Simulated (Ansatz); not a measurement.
## CaO (Fm-3m):H_i (bond centre, by O), thermodynamic levels from a 54-atom cell

Charge states of H_i (bond centre, by O) in CaO (Fm-3m), set against the band edges. Model: a cell of 54 host atoms with 1 H put in.

Calculated with Ansatz 0.2.0; place-levels on r2SCAN runs: charge-transition levels and formation energies with image-charge correction and potential alignment at the atomic sites; PAW set soft_1.

Most raw output is cut from this account.

## Step 1: The starting structure

The cell holds 55 atoms: 27 Ca, 27 O and 1 H. Cell: a = 10.173 Å, b = 10.173 Å, c = 10.173 Å, α = 60.0°, β = 60.0°, γ = 60.0°. It derives from CaO (space group Fm-3m). Nearest the centre at fractional (0.417, 0.583, 0.583): H55 at 0.00 Å, O28 at 1.20 Å, Ca35 at 1.20 Å, Ca51 at 2.68 Å, Ca47 at 2.68 Å, Ca29 at 2.68 Å, Ca33 at 2.68 Å, O16 at 2.68 Å.

As a file:

```xyz
55
Lattice="0.0000 7.1931 7.1931 7.1931 0.0000 7.1931 7.1931 7.1931 0.0000" Properties=species:S:1:pos:R:3 pbc="T T T"
Ca    0.0000    0.0000    0.0000
O     2.3977    2.3977    2.3977
Ca    2.3977    2.3977    0.0000
O     4.7954    4.7954    2.3977
Ca    4.7954    4.7954    0.0000
O     7.1931    7.1931    2.3977
Ca    2.3977    0.0000    2.3977
O     4.7954    2.3977    4.7954
Ca    4.7954    2.3977    2.3977
O     7.1931    4.7954    4.7954
Ca    7.1931    4.7954    2.3977
O     9.5908    7.1931    4.7954
Ca    4.7954    0.0000    4.7954
O     7.1931    2.3977    7.1931
Ca    7.1931    2.3977    4.7954
O     9.5908    4.7954    7.1931
Ca    9.5908    4.7954    4.7954
O    11.9885    7.1931    7.1931
Ca    0.0000    2.3977    2.3977
O     2.3977    4.7954    4.7954
Ca    2.3977    4.7954    2.3977
O     4.7954    7.1931    4.7954
Ca    4.7954    7.1931    2.3977
O     7.1931    9.5908    4.7954
Ca    2.3977    2.3977    4.7954
O     4.7954    4.7954    7.1931
Ca    4.7954    4.7954    4.7954
O     7.1931    7.1931    7.1931
Ca    7.1931    7.1931    4.7954
O     9.5908    9.5908    7.1931
Ca    4.7954    2.3977    7.1931
O     7.1931    4.7954    9.5908
Ca    7.1931    4.7954    7.1931
O     9.5908    7.1931    9.5908
Ca    9.5908    7.1931    7.1931
O    11.9885    9.5908    9.5908
Ca    0.0000    4.7954    4.7954
O     2.3977    7.1931    7.1931
Ca    2.3977    7.1931    4.7954
O     4.7954    9.5908    7.1931
Ca    4.7954    9.5908    4.7954
O     7.1931   11.9885    7.1931
Ca    2.3977    4.7954    7.1931
O     4.7954    7.1931    9.5908
Ca    4.7954    7.1931    7.1931
O     7.1931    9.5908    9.5908
Ca    7.1931    9.5908    7.1931
O     9.5908   11.9885    9.5908
Ca    4.7954    4.7954    9.5908
O     7.1931    7.1931   11.9885
Ca    7.1931    7.1931    9.5908
O     9.5908    9.5908   11.9885
Ca    9.5908    9.5908    9.5908
O    11.9885   11.9885   11.9885
H     8.3919    7.1931    7.1931
```

The host's dielectric constants go in as inputs: 3.85 for the electrons alone, 16.67 with the ions, computed on the host (DFPT, PBEsol, on the r2SCAN cell), and a cell off the functional's own equilibrium shifts the ionic part.

The cell's shortest repeat is 10.2 Å.

## Step 2: Charge states

A transition level is the Fermi level at which two charge states cost the same, so each charge needs its own total energy, at its own relaxed structure.

Random displacements of about 0.05 Å break the site symmetry at the start, so that the relaxation can reach a distorted minimum if there is one. Forces are taken at one point at (¼, ¼, ¼). The cell holds 1 electron more than the neutral one, with a uniform background that keeps it neutral on the whole.

The sampling was tested on the host first: at the k-points planned (1x1x1 shifted 0.25 0.25 0.25) its energy lies 0.005 eV an atom from the dense-mesh value, under the bound of 0.02 eV set for this test; that bounds the host's error, not the defect's.

One of the inputs; charge, spin and start change from state to state.

qm1.relax/input.yaml reads:

```yaml
crystal:
  lattice:
    - [0.0, 2.39769239, 2.39769239]
    - [2.39769239, 0.0, 2.39769239]
    - [2.39769239, 2.39769239, 0.0]
  atoms:
    - { symbol: Ca, position: [0.0, 0.0, 0.0] }
    - { symbol: O, position: [0.5, 0.5, 0.5] }
  supercell: [3, 3, 3]
  defects:
    - { interstitial: { symbol: H, position: [0.416667, 0.583333, 0.583333] } }
total_charge: -1
basis:
  ecutwfc: 500
  xc_grid: 2
hamiltonian:
  xc: r2scan
  pseudopotentials: { kind: paw, azcp: { folder: soft_1 } }
kpoints:
  mp_grid: { grid: [1, 1, 1], shift: [0.25, 0.25, 0.25] }
scf:
  occupations: { method: fixed }
  max_iter: 60
output:
  forces: true
  charged_corrections: { epsilon: 3.85, static_epsilon: 16.67 }
relax:
  f_tol: 0.02
  max_steps: 80
  random_displacement: { amplitude: 0.05, seed: 9169 }
checkpoint:
  write: "../qm1.relax.run"
  compress: false
  write_wavefunctions: true
  write_every: 100000
```

Launch:

```bash
$ ansatz run input.yaml --threads 4 --pin off --max-ram 7536MiB --backend cpu --events-out ev --progress --plain --runs-dir out
```

Defect states can disperse in a cell of this size, so the energy is taken again at a 2×2×2 shifted mesh, on the relaxed structure.

The run of this state that the levels use, under r2SCAN:

qm1.point/input.yaml reads:

```yaml
crystal:
  checkpoint: "../qm1.relax.run"
  host: checkpoint
total_charge: -1
basis:
  ecutwfc: 500
  xc_grid: 2
hamiltonian:
  xc: r2scan
  pseudopotentials: { kind: paw, azcp: { folder: soft_1 } }
kpoints:
  mp_grid: { grid: [2, 2, 2], shift: [0.5, 0.5, 0.5] }
scf:
  occupations: { method: fermi_dirac, width: 0.01 }
  max_iter: 60
output:
  forces: true
  eigenvalues: true
  charged_corrections:
    epsilon: 3.85
    static_epsilon: 16.67
    defect_position: [0.416667, 0.583333, 0.583333]
  eigenstates: { localisation: true }
  populations: true
  band_densities: [{ bands: [v1, v1] }, { bands: [c1, c1] }]
  write_density: true
  write_potential: true
  volumetric_format: npy
  elf: true
checkpoint:
  read: "../qm1.relax.run"
  write: "../qm1.point.run"
  compress: false
  write_wavefunctions: false
  write_every: 100000
```

Relaxations under r2SCAN at one point at (¼, ¼, ¼); times on 4 threads of Arm Neoverse V1, shared host:

| charge | moment (μB) | occupations | outcome | steps | largest displacement against the far atoms (Å) | time |
| --- | --- | --- | --- | --- | --- | --- |
| −1 | 0 | fixed | converged | 16 | 1.70 | 4.2 min |
| 0 | 1 | fixed | converged | 15 | 1.69 | 10 min |
| +1 | 0 | fixed | converged | 10 | 1.02 | 2.9 min |

Single points under r2SCAN at a 2×2×2 shifted mesh; times on 4 threads of Arm Neoverse V1, shared host:

| charge | moment (μB) | occupations | outcome | time |
| --- | --- | --- | --- | --- |
| −1 | 0 | fermi-dirac | converged | 2 min |
| 0 | 1 | fermi-dirac | converged | 4.6 min |
| +1 | 0 | fermi-dirac | converged | 2 min |

Distances (Å) from H55 to the nearest atoms after relaxation with r2SCAN:

| charge | moment (μB) | 1. | 2. | 3. | 4. | 5. | 6. |
| --- | --- | --- | --- | --- | --- | --- | --- |
| −1 | 0 | Ca 2.02 | Ca 2.02 | Ca 2.02 | Ca 2.02 | O 2.29 | O 2.29 |
| 0 | 1 | Ca 2.11 | Ca 2.11 | Ca 2.11 | Ca 2.11 | O 2.14 | O 2.15 |
| +1 | 0 | O 0.96 | Ca 2.18 | Ca 2.18 | Ca 2.18 | O 2.58 | O 2.59 |

## Step 3: place-levels, r2SCAN

A charged cell interacts with its images and the background, and its potential has another zero than the host's. place-levels removes the first by a point-charge model, screened by the static dielectric constant since the ions have relaxed around the charge, and the second by comparing potentials at atoms far from the defect.

The host is a run of the defect-free crystal in the same cutoffs, grids and k-points, so that basis and sampling errors cancel in part in the differences. The host is run in a cell of 2 atoms on a matching mesh. Its band edges are searched through the zone by a band path, so the gap is smaller than, or equal to, that on the mesh. Chemical potentials are energies per atom of H (H2 molecule), run with the same functional and cutoff.

levels.point.yaml reads:

```yaml
host:
  run: host.point.run
states: [qm1.point.run, q0_M1.point.run, qp1.point.run]
geometry_from:
  qm1.point.run: qm1.relax.run
  q0_M1.point.run: q0_M1.relax.run
  qp1.point.run: qp1.relax.run
chemical_potentials:
  H:
    energy: -15.945394
    dataset: "<sha256 of the dataset>"
epsilon: 3.85
static_epsilon: 16.67
vertical:
  - { from: qm1.point.run, to: qm1.point_neutral.run }
  - { from: qp1.point.run, to: qp1.point_neutral.run }
```

Launch:

```bash
$ ansatz place-levels levels.point.yaml -- --threads 4 --pin off --max-ram 7536MiB
```

It took 0.33 s on 4 threads of Arm Neoverse V1, shared host.

Under r2SCAN the gap is 4.20 eV, (+1/0) 3.85, (0/−1) 1.98 eV; the steps are inverted, so the lowest state changes at (+1/−1) 2.92 eV.

Levels between the charges placed, in eV above the valence top:

|  | gap (eV) | (+1/0) | (0/−1) |
| --- | --- | --- | --- |
| r2SCAN | 4.20 | 3.85 | 1.98 |

Corrections by state:

| charge | moment (μB) | image terms and alignment (eV) | band filling (eV) | ε used | over the lowest of its charge, as the program ranks them, band filling apart (eV) |
| --- | --- | --- | --- | --- | --- |
| +1 | 0.0 | 0.186 | - | 16.67 | 0.000 |
| 0 | 1.0 | 0.000 | - | - | 0.000 |
| −1 | 0.0 | 0.090 | - | 16.67 | 0.000 |

The charged structures listed were also run neutral, and place-levels reads from each pair, by the potential or the spins, how wide the charge is by which they differ; that can be the carrier of either run.

| charge | rms radius (Å) | spread where it is widest against the cell (Å) | wide from (Å) | reading |
| --- | --- | --- | --- | --- |
| +1 | 5.4 | 3.15 | 1.44 | wide |
| −1 | 1.8 | 1.07 | 1.44 | narrow |

The neutral runs of these pairs need not share the spin of the lowest neutral state, and very wide values only mean spread over the cell.

From the program's caveats on the states, each cut to its opening words:

- charge +1: it parts from the run at its places by a charge that spreads by about 3.1 Å along one vector (1.4 Å or more is wide), by its potential at epsilon 3.85, taken [...]
- charge +1, 0 (1 μB), −1: its alignment with the host at atomic sites is doubtful: the cell is too small to show whether the defect's potential has decayed: take a larger one
- charge 0 (1 μB): flagged: stability check not made

The host's formation energy from the elements is -3.216 eV per atom; it sets how far the chemical potentials can move.

Limit set by the element alone; other compounds of these elements are not counted. Chemical potentials from the elements' reference states: Ca 0.00 eV, O -6.43 eV, H 0.00 eV. Formation energies (Ca-rich), with the Fermi level at the valence top and at the conduction bottom (gap 4.20 eV):

| charge | at valence top (eV) | at conduction bottom (eV) | correction included (eV) |
| --- | --- | --- | --- |
| +1 | -1.05 | 3.15 | 0.19 |
| 0 | 2.80 | 2.80 | 0.00 |
| −1 | 4.78 | 0.59 | 0.09 |

```tsv
Fermi level (eV)	lowest formation energy (eV)
0.00	-1.05
0.38	-0.67
0.76	-0.29
1.14	0.09
1.53	0.47
1.91	0.86
2.29	1.24
2.67	1.62
3.05	1.73
3.43	1.35
3.82	0.97
4.20	0.59
```

Limit set by the element alone; other compounds of these elements are not counted. Chemical potentials from the elements' reference states: O 0.00 eV, Ca -6.43 eV, H 0.00 eV. Formation energy by charge state (O-rich; gap 4.20 eV):

| charge | at valence top (eV) | at conduction bottom (eV) | correction included (eV) |
| --- | --- | --- | --- |
| +1 | -1.05 | 3.15 | 0.19 |
| 0 | 2.80 | 2.80 | 0.00 |
| −1 | 4.78 | 0.59 | 0.09 |

Fermi level (eV), lowest formation energy (eV) and a bar from the least value:
```
     0.00      -1.05 
     0.38      -0.67 ####
     0.76      -0.29 ########
     1.14       0.09 ############
     1.53       0.47 ################
     1.91       0.86 #####################
     2.29       1.24 #########################
     2.67       1.62 #############################
     3.05       1.73 ##############################
     3.43       1.35 ##########################
     3.82       0.97 ######################
     4.20       0.59 ##################
```

## Step 4: Effect of the sampling

The relaxations' own energies give the levels at their sampling, for comparison.

levels.relax_mesh.yaml reads:

```yaml
host:
  run: host.relax.run
states: [qm1.relax.run, q0_M1.relax.run, qp1.relax.run]
chemical_potentials:
  H:
    energy: -15.945394
    dataset: "<sha256 of the dataset>"
```

Launch:

```bash
$ ansatz place-levels levels.relax_mesh.yaml -- --threads 4 --pin off --max-ram 7536MiB
```

The job ended after 0.11 s (4 threads).

Levels between neighbouring charges, in eV above the valence top:

|  | gap (eV) | (+1/0) | (0/−1) |
| --- | --- | --- | --- |
| one point at (¼, ¼, ¼) | 4.18 | 3.85 | 1.93 |
| a 2×2×2 shifted mesh | 4.20 | 3.85 | 1.98 |

Going from one point at (¼, ¼, ¼) to a 2×2×2 shifted mesh moves the levels that carry no band-filling term by up to 0.05 eV and formation energies against the elements by up to 0.05 eV.

## Step 5: Levels against the band edges, PBEsol

PBEsol on the same structure is run to see how far the result rests on the functional, though not on the errors that semilocal functionals share; the sampling changes too, to one point at (¼, ¼, ¼), so differences hold both changes.

qm1.pbesol/input.yaml reads:

```yaml
crystal:
  checkpoint: "../qm1.relax.run"
  host: checkpoint
total_charge: -1
basis:
  ecutwfc: 420
  xc_grid: 2
hamiltonian:
  xc: pbesol
  pseudopotentials: { kind: paw, azcp: { folder: soft_1 }, xc_functional: pbe }
kpoints:
  mp_grid: { grid: [1, 1, 1], shift: [0.25, 0.25, 0.25] }
scf:
  occupations: { method: fermi_dirac, width: 0.01 }
  max_iter: 60
output:
  forces: true
  eigenvalues: true
  charged_corrections:
    epsilon: 3.85
    static_epsilon: 16.67
    defect_position: [0.416667, 0.583333, 0.583333]
checkpoint:
  write: "../qm1.pbesol.run"
  compress: false
  write_wavefunctions: false
  write_every: 100000
```

The job ended after 20 s (4 threads; peak memory 1.4 GiB; 75 s of CPU time).

levels.pbesol.yaml reads:

```yaml
host:
  run: host.pbesol.run
states: [qm1.pbesol.run, q0_M1.pbesol.run, qp1.pbesol.run]
geometry_from:
  qm1.pbesol.run: qm1.relax.run
  q0_M1.pbesol.run: q0_M1.relax.run
  qp1.pbesol.run: qp1.relax.run
chemical_potentials:
  H:
    energy: -15.609228
    dataset: "<sha256 of the dataset>"
```

Launch:

```bash
$ ansatz place-levels levels.pbesol.yaml -- --threads 4 --pin off --max-ram 7536MiB
```

It took 0.18 s on 4 threads.

Under PBEsol the gap is 3.53 eV, (+1/0) 3.51, (0/−1) 1.68 eV; the steps are inverted, so the lowest state changes at (+1/−1) 2.59 eV.

## Step 6: What a wrong or other choice does

In this try the input is made faulty on purpose, to show what that does.

Another version of the file is tried.

levels.try0.yaml is levels.point.yaml with these lines changed:

```diff
-states: [qm1.point.run, q0_M1.point.run, qp1.point.run]
+states: [qm1.relax.run, q0_M1.point.run, qp1.point.run]
-  qm1.point.run: qm1.relax.run
```

Launch:

```bash
$ ansatz place-levels levels.try0.yaml -- --threads 4 --pin off --max-ram 7536MiB
```

The change: a state from another k-mesh.

No levels were formed: the file was rejected.

## Step 7: Side by side

Levels between neighbouring charges, in eV above each run's own valence top:

|  | gap (eV) | (+1/0) | (0/−1) | CPU time a state at this stage (restarts are quicker than cold starts) |
| --- | --- | --- | --- | --- |
| r2SCAN, 2×2×2 shifted mesh | 4.20 | 3.85 | 1.98 | 11 min |
| PBEsol on r2SCAN structures, (¼, ¼, ¼) | 3.53 | 3.51 | 1.68 | 2 min |

## Step 8: Results

```yaml
gap_of_the_host: 4.20 eV (r2SCAN)
level_plus_1_over_0: 3.85 eV above the valence top, not a change between lowest states
level_0_minus_1: 1.98 eV above the valence top, not a change between lowest states
level_plus_1_minus_1: 2.92 eV above the valence top
lowest_of_the_charges_placed_just_above_the_valence_top_0p02_ev: +1
lowest_of_the_charges_placed_just_below_the_conduction_bottom_0p02_ev: −1
lowest_formation_energy_at_mid_gap_of_the_charges_run_ca_rich: 1.05 eV
lowest_formation_energy_at_mid_gap_of_the_charges_run_o_rich: 1.05 eV
```

**Reading.** Of the charges placed (−1, 0 and +1), the lowest changes at 2.92 eV (+1/−1) above the valence top, in a gap of 4.20 eV. (+1/−1) passes over charge 0, which lies 0.94 eV above the two there; a lower structure or spin state of it, if missed, would change that. Charges above +1 and below −1 were not placed, so these runs say nothing of levels that involve them. States placed: +1 at 0 μB; 0 at 1 μB; −1 at 0 μB. Other spin states or structures, where not listed, weren't placed. At charge −1, 0 and +1 the atom put in ends up to 1.7 Å from its starting place, so the name tells the start alone and the levels can join different sites. H is taken at its element; compounds, which aren't counted here, bound the chemical potentials and would shift these formation energies. Going from one point at (¼, ¼, ¼) to a 2×2×2 shifted mesh moves the levels that carry no band-filling term by up to 0.05 eV and formation energies against the elements by up to 0.05 eV. The program doubts the alignment of potentials for at least one state, a sign that the cell is small. Limits: r2SCAN makes the gap too small and tends to spread out bound carriers; where a gas molecule sets a chemical potential or the host's formation energy, its binding is uncorrected.

[Logs are printed without paths, hosts, clocks, repeated set-up lines and the standing remarks that a program may print on its own settings, such as how far it seeks lower states.]

[Hosts, paths, dates, database ids (printed as entryN), source tags and the programs' standing remarks are cut or masked in the printed files.]

[Where a table of states has a column of steps, it counts the stored structures, which are thinned; the runs took as many ionic steps or more.]

[A defect's name tells the site on which it was built; relaxed atoms can leave that site.]

[For some hosts the program warned that the k-mesh of the response run may be too coarse for force constants and the static dielectric constant; such warnings are not shown here.]
